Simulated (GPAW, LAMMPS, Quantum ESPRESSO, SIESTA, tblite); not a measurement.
## Amorphous Si0.8Ge0.2 (141 atoms) in other programs, against a plane-wave reference

How near do other programs and methods come to a plane-wave reference for amorphous Si0.8Ge0.2 (141 atoms)? A plane-wave run serves as the reference.

Calculated with Quantum ESPRESSO 7.5; Kohn-Sham DFT, PBE, SSSP efficiency 1.3.0 pseudopotentials, plane waves.

### Step 1. Set-up

The cell holds 141 atoms: 113 Si and 28 Ge. Its edges and angles: a = 14.380 Å, b = 14.380 Å, c = 14.380 Å, α = 90.0°, β = 90.0°, γ = 90.0°. 141 atoms (113 Si, 28 Ge) placed at random at 2.91 g/cm³, melted at 3500 K for 10 ps at fixed volume with the Tersoff potential (Tersoff, Phys. Rev. B 39, 5566 (1989)). Quenched from 3500 K to 300 K at 10 K/ps and fixed volume, held 5 ps, then minimised at fixed cell.

### Step 2. Reference: Quantum ESPRESSO, plane waves

Input file pw.in:

```
&control
  calculation = 'scf'
  pseudo_dir = './pseudo'
  outdir = './tmp'
  disk_io = 'none'
  tprnfor = .true.
  tstress = .true.
/
&system
  ibrav = 0
  nat = 141
  ntyp = 2
  ecutwfc = 45
  ecutrho = 360
  nosym = .true.
  occupations = 'smearing'
  smearing = 'fd'
  degauss = 0.003675
/
&electrons
  conv_thr = 7.1e-07
  electron_maxstep = 100
  mixing_beta = 0.2
  mixing_mode = 'local-TF'
  diagonalization = 'david'
/
ATOMIC_SPECIES
Si 28.085 Si.upf
Ge 72.630 Ge.upf
CELL_PARAMETERS angstrom
14.37980 0.00000 0.00000
0.00000 14.37980 0.00000
0.00000 0.00000 14.37980
ATOMIC_POSITIONS crystal
Si 0.18429 0.82339 0.00361
Si 0.55749 0.13758 0.33293
Si 0.21653 0.81822 0.30681
Si 0.36950 0.47822 0.49956
Si 0.84680 0.77098 0.35823
Si 0.92040 0.05409 0.52324
Si 0.67191 0.24805 0.50785
Si 0.22620 0.62547 0.83324
Si 0.80024 0.04327 0.03131
Si 0.17156 0.76291 0.74730
Si 0.12637 0.37002 0.59068
Si 0.40571 0.40473 0.22962
[... 125 atom lines left out ...]
Ge 0.10907 0.94616 0.35143
Ge 0.52251 0.00685 0.91270
Ge 0.70689 0.23593 0.83955
Ge 0.55409 0.44968 0.16031
K_POINTS gamma
```

Run with:

```console
OMP_NUM_THREADS=1 mpirun -np 4 pw.x -in pw.in > output.txt
```

The program printed:

```text
Program PWSCF
     gamma-point specific algorithms are used
     one sub-group per band group will be used
     scalapack distributed-memory algorithm (size of sub-group:  2*  2 procs)
     Parallelization info
     sticks:   dense  smooth     PW     G-vecs:    dense   smooth      PW
     Min        5289    2642    656               578448   204622   25483
     Max        5292    2645    658               578450   204628   25488
     Sum       21161   10573   2629              2313797   818497  101943
     bravais-lattice index     =            0
     lattice parameter (alat)  =      27.1739  a.u.
     unit-cell volume          =   20065.7380 (a.u.)^3
     number of atoms/cell      =          141
     number of atomic types    =            2
[... lines left out ...]
     scf convergence threshold =      7.1E-07
[... lines left out ...]
     number of k points=     1  Fermi-Dirac smearing, width (Ry)=  0.0037
[... lines left out ...]
     total energy              =   -7270.29919056 Ry
[... lines left out ...]
     total energy              =   -7269.56255750 Ry
[... lines left out ...]
     total energy              =   -7269.79538227 Ry
[... lines left out ...]
     c_bands:  5 eigenvalues not converged
[... lines left out ...]
     total energy              =   -7269.81525695 Ry
[... lines left out ...]
     total energy              =   -7269.81525719 Ry
[... lines left out ...]
          k = 0.0000 0.0000 0.0000 ( 50972 PWs)   bands (ev):
   -18.1600 -18.1597 -18.1491 -18.1342 -18.1329 -18.0930 -18.0572 -18.0547
   -18.0535 -18.0483 -18.0376 -18.0324 -18.0319 -18.0290 -18.0269 -18.0193
   -18.0126 -18.0117 -18.0052 -18.0010 -18.0006 -17.9988 -17.9914 -17.9897
[...]
8.8822   8.9163   8.9392   8.9447   8.9839   8.9941   9.0016   9.0320
     9.0668   9.0935   9.1155   9.1272   9.1463   9.1734   9.1855   9.2159
     9.2310   9.2392
     the Fermi energy is     6.5740 ev
!    total energy              =   -7269.81525734 Ry
     estimated scf accuracy    <       0.00000023 Ry
     smearing contrib. (-TS)   =      -0.02629010 Ry
     internal energy E=F+TS    =   -7269.78896724 Ry
     The total energy is F=E-TS. E is the sum of the following terms:
     one-electron contribution =   -5104.02908107 Ry
     hartree contribution      =    3101.99450465 Ry
     xc contribution           =   -2323.57460154 Ry
     ewald contribution        =   -2944.17978928 Ry
     convergence has been achieved in  14 iterations
     Forces acting on atoms (cartesian axes, Ry/au):
     atom    1 type  1   force =     0.00537823    0.00660562   -0.00531868
     atom    2 type  1   force =     0.00532061    0.00024744    0.00444173
     atom    3 type  1   force =    -0.00857087    0.00944982   -0.00274929
[...]
atom  140 type  2   force =     0.00948036    0.00274730    0.00344411
     atom  141 type  2   force =     0.00749693   -0.00545256    0.00965354
     Total force =     0.170042     Total SCF correction =     0.001385
     Computing stress (Cartesian axis) and pressure
          total   stress  (Ry/bohr**3)                   (kbar)     P=       -9.59
  -0.00010223   0.00001117  -0.00000904          -15.04        1.64       -1.33
   0.00001117   0.00000480   0.00006695            1.64        0.71        9.85
  -0.00000904   0.00006695  -0.00009819           -1.33        9.85      -14.44
     Message from routine punch:
     Nothing written, as per user request (disk_io='none')
```

It took 15 min on 4 MPI ranks of Arm Neoverse V1, shared host; peak memory 12 GiB.

Banners, paths, timers and routine set-up lines are dropped from the logs unmarked, and long logs keep their key lines alone; longer cuts are marked.

Numbers from this run:

* r.m.s. force component: 0.2126 eV/Å
* longest force: 0.8812 eV/Å
* pressure: -0.959 GPa

### Step 3. Structure statistics

Density 2.91 g/cm³, 21.09 Å³ an atom.

g(r), total and by pair (bins of 0.1 Å):

```csv
r (Å),total,Si-Si,Si-Ge,Ge-Ge
2.25,0.00,0.00,0.00,0.00
2.35,4.29,5.63,2.13,0.00
2.45,5.47,4.73,6.91,5.95
2.55,1.51,1.21,1.97,2.80
2.65,0.41,0.27,0.64,0.84
2.75,0.06,0.10,0.00,0.00
2.85,0.00,0.00,0.00,0.00
2.95,0.05,0.08,0.00,0.00
3.05,0.13,0.12,0.16,0.00
3.15,0.31,0.37,0.23,0.00
3.25,0.18,0.14,0.28,0.00
3.35,0.51,0.56,0.33,1.06
3.45,0.56,0.56,0.57,0.50
3.55,0.79,0.76,0.88,0.49
3.65,1.47,1.25,2.03,0.46
3.75,1.64,1.76,1.49,0.86
3.85,1.80,1.70,1.71,4.09
3.95,2.10,2.08,2.34,0.39
4.05,1.91,1.94,1.95,1.11
4.15,1.69,1.57,1.91,1.76
4.25,1.16,1.11,1.32,0.66
4.35,1.07,0.92,1.30,1.60
4.45,0.92,0.94,0.86,1.21
4.55,0.84,0.86,0.83,0.58
4.65,0.93,0.94,0.80,1.67
4.75,0.78,0.84,0.73,0.27
4.85,0.79,0.74,0.89,0.77
4.95,0.93,0.97,0.85,0.98
5.05,0.80,0.87,0.71,0.47
5.15,0.78,0.77,0.82,0.68
5.25,0.67,0.75,0.54,0.44
5.35,0.73,0.87,0.50,0.43
5.45,0.76,0.72,0.88,0.41
5.55,0.98,1.00,0.92,1.18
5.65,0.95,1.02,0.80,1.13
5.75,1.02,0.97,1.18,0.55
5.85,1.26,1.15,1.53,0.89
5.95,1.03,0.96,1.10,1.53
6.05,1.02,1.07,0.94,0.66
6.15,1.20,1.24,1.17,0.80
6.25,0.98,0.95,0.98,1.55
6.35,1.05,1.04,1.08,1.05
6.45,0.78,0.81,0.72,0.72
6.55,0.87,0.84,0.89,1.27
```

Bonds by pair of elements; cutoffs follow the first minimum of g(r), held within bounds set by covalent radii, and pairs that aren't listed don't count as bonded (cutoffs were set anew for this text, so counts can differ from the run's own analysis):

```csv
pair A-B,cutoff (Å),bonds,mean length (Å),spread (Å),shortest (Å),B about A,A about B
Si-Si,2.88,189,2.43,0.072,2.31,3.35,3.35
Si-Ge,2.88,94,2.46,0.073,2.33,0.832,3.36
Ge-Ge,3.02,10,2.52,0.06,2.45,0.714,0.714
```

How many atoms have how many bonded neighbours:

```csv
element,mean,4,5
Ge,4.07,26,2
Si,4.18,93,20
```

Rings of the network by King's shortest-path rule, up to 12 atoms, one path for each pair of neighbours; H, halogens, alkali and alkaline-earth atoms are left out, and the last column divides by all other atoms, bonded or not:

```csv
ring size (atoms),rings,per network atom
3,2,0.014
4,13,0.092
5,72,0.511
6,141,1
7,55,0.39
8,8,0.057
```

### Step 4. What was run beside it

The programs:
- GPAW 26.7.0: PAW with atomic orbitals (LCAO), plane waves or a real-space grid of spacing h.
- Quantum ESPRESSO 7.5: plane waves; labels (QE) give functional, pseudopotential set and cutoffs of waves/density.
- SIESTA 5.4.2: numerical atomic orbitals, whose automatically made sets are far from complete, with PseudoDojo norm-conserving potentials that we converted to its format (checked against plane waves on the same files for H, C, O, Si, Ge and Ca alone); labels give functional, basis size, energy shift and mesh cutoff.
- tblite 0.8.0: extended tight binding, driven from Python.

All use the same cell and atoms; the electronic-structure runs use the same k-mesh, and an electronic temperature of 580 K (0.05 eV) where levels are smeared.

Differences are against the plane-wave reference, forces as r.m.s. over components; share is that over the reference's r.m.s. force, slope the least-squares factor from reference forces to these. Total energies of different programs have different zeros and aren't compared.

```csv
run,"Δ force, r.m.s. (meV/Å)",share (%),slope,Δ pressure (GPa),cores,CPU time,memory (GiB)
reference,-,-,-,-,4,59 min,12
"GPAW PBE, LCAO dzp, h 0.2 Å",32.1,15.1,1.042,-,2,18 min,3.3
"GPAW PBE, LCAO dzp, h 0.2 Å, other mixer settings",32.1,15.1,1.043,-,4,22 min,4.3
"GPAW PBE, LCAO dzp, h 0.25 Å (coarse)",38.3,18.0,1.046,-,2,11 min,2.1
"GPAW PBE, plane waves 350 eV",15.3,7.20,1.015,0.396,4,28 min,3.4
"GPAW revPBE, LCAO dzp, h 0.2 Å",40.0,18.8,1.056,-,2,18 min,3.3
"QE PBE, gbrv-1.5, 40/200 Ry",2.33,1.09,1.003,-0.02,4,45 min,6.1
"QE PBE, sssp-1.3.0-efficiency, 45/360 Ry, rmm-davidson",0.947,0.446,1.000,3.0e-4,4,57 min,12
"SIESTA PBE, DZP, shift 0.01 Ry, mesh 300 Ry",66.3,31.2,1.065,0.583,4,16 min,3.2
"SIESTA PBE, DZP, shift 0.01 Ry, mesh 700 Ry",66.5,31.3,1.066,0.566,4,52 min,9.3
"SIESTA PBE, SZP, shift 0.01 Ry, mesh 300 Ry (coarse)",165,77.6,1.051,4.37,2,10 min,2.4
"SIESTA PBE, TZP, shift 0.01 Ry, mesh 300 Ry",58.9,27.7,1.044,0.571,4,24 min,4.0
"SIESTA VV10, PBE potentials, DZP, shift 0.01 Ry, mesh 300 Ry",85.7,40.3,1.084,1.73,4,34 min,4.6
tblite GFN1-xTB,185,87.2,0.694,5.74,1,35 s,0.3
```

Rows marked coarse were listed beforehand as settings not expected to be converged; some can still land near the reference.

CPU time is summed over cores on a shared host, where runs went side by side, so it is rough. Symmetry, cutoffs, thresholds, outputs and thread counts weren't matched or tuned between programs; memory under MPI is the largest rank's times the ranks.

Mean charges by element (e), by run and scheme:

```csv
run,scheme,Si,Ge
"SIESTA PBE, DZP, shift 0.01 Ry, mesh 300 Ry",Hirshfeld,-0.01,+0.04
"SIESTA PBE, DZP, shift 0.01 Ry, mesh 700 Ry",Hirshfeld,-0.01,+0.04
"SIESTA PBE, TZP, shift 0.01 Ry, mesh 300 Ry",Hirshfeld,-0.01,+0.03
"SIESTA VV10, PBE potentials, DZP, shift 0.01 Ry, mesh 300 Ry",Hirshfeld,-0.01,+0.04
tblite GFN1-xTB,Mulliken,+0.04,-0.17
```

Within one program, basis, potentials and functional, energies share a zero. Each run against its twin at the usual cutoff or grid and solver:

```csv
run,twin,Δ energy (meV/atom),"Δ force, r.m.s. (meV/Å)",CPU time over the twin's
"GPAW PBE, LCAO dzp, h 0.2 Å, other mixer settings","LCAO dzp, h 0.2 Å",1.0e-4,1.4,1.2 (this twin ran on 2 cores)
"GPAW PBE, LCAO dzp, h 0.25 Å","LCAO dzp, h 0.2 Å",12.1,19.2,0.59
"QE PBE, sssp-1.3.0-efficiency, 45/360 Ry, rmm-davidson","sssp-1.3.0-efficiency, 45/360 Ry",0,0.947,0.96
"SIESTA PBE, DZP, shift 0.01 Ry, mesh 700 Ry","DZP, shift 0.01 Ry, mesh 300 Ry",1.38,0.393,3.3
```

### Step 5. Summary of results

- reference r.m.s. force component: 0.213 eV/Å
- nearest in forces: QE PBE, sssp-1.3.0-efficiency, 45/360 Ry, rmm-davidson, 0.45 %
- farthest in forces: tblite GFN1-xTB, 87 %
- cheapest electronic-structure run beside the reference: tblite GFN1-xTB, 35 s of CPU time

**Reading.** PBE on plane waves or a grid with other potentials, cutoffs or grids, coarse settings apart, differs from the reference by 1.1 % (QE PBE, gbrv-1.5, 40/200 Ry) to 7.2 % (GPAW PBE, plane waves 350 eV) of the r.m.s. force; this holds the reference's own error, so differences of a few per cent don't tell which side is nearer the exact PBE result. With the reference's own potentials and cutoffs, another solver or threshold moves forces by 0.45 % (QE PBE, sssp-1.3.0-efficiency, 45/360 Ry, rmm-davidson). The PBE runs in local orbitals, coarse settings apart, differ by 15 % (GPAW PBE, LCAO dzp, h 0.2 Å, other mixer settings) to 31 % (SIESTA PBE, DZP, shift 0.01 Ry, mesh 700 Ry); basis, grid and potentials can all enter. Tight binding differs by 87 % (tblite GFN1-xTB); it is another model, with fitted parameters of its own, and the xTB methods hold dispersion. Rows with another functional or a dispersion term differ by 19 % (GPAW revPBE, LCAO dzp, h 0.2 Å) to 40 % (SIESTA VV10, PBE potentials, DZP, shift 0.01 Ry, mesh 300 Ry), which mixes the change of model with differences of basis and potentials, some of them made for another functional. Runs with settings chosen to be coarse differ by 18 % (GPAW PBE, LCAO dzp, h 0.25 Å) to 78 % (SIESTA PBE, SZP, shift 0.01 Ry, mesh 300 Ry), their programs' other errors included. Of the electronic-structure runs that take under half the reference's CPU time, GPAW PBE, plane waves 350 eV comes nearest, at 7.2 % in 28 min against 59 min. In pressure, SIESTA PBE, SZP, shift 0.01 Ry, mesh 300 Ry misses by +4.4 GPa, at the same functional. Charges hang on model, scheme and program or settings: among these rows the mean for Ge runs from -0.17 to +0.04 e. In the reference: levels near the Fermi energy are neither full nor empty under the smearing, so no gap is quoted. In the reference: for some of the pairs, g(r) has its first main peak near 2.4 Å (Si-Si), 2.4 Å (Si-Ge) and 2.5 Å (Ge-Ge). Periodic xTB results under one method name differ between programs and library versions. The potentials hold different valence shells: 844 electrons in the reference, 564 in GPAW; this bears on time and differences. GPAW's setups keep the filled d shell of Ge in the core. The reference's pressure holds the uncorrected Pulay stress of its 45 Ry basis, so small pressure differences, and their order, may be the reference's own error. The quench rate of 10 K/ps is many orders above laboratory rates, so the cell is likely richer in defects and strain than a real sample. The network of bonds at the start is that of the classical potential that made the cell, and needn't be the one that DFT or experiment would give. The electronic-structure runs sample only Γ, in a cell whose shortest periodic width is 14 Å, which is coarse for a cell with partly filled levels.

[Also dropped from logs without a mark: logging warnings of Python, and SIESTA's first energy breakdown and zero terms.]

[Logs are printed without paths, hosts, clocks, repeated set-up lines and the standing remarks that a program may print on its own settings, such as how far it seeks lower states.]

[Hosts, paths, dates, database ids (printed as entryN), source tags and the programs' standing remarks are cut or masked in the printed files.]
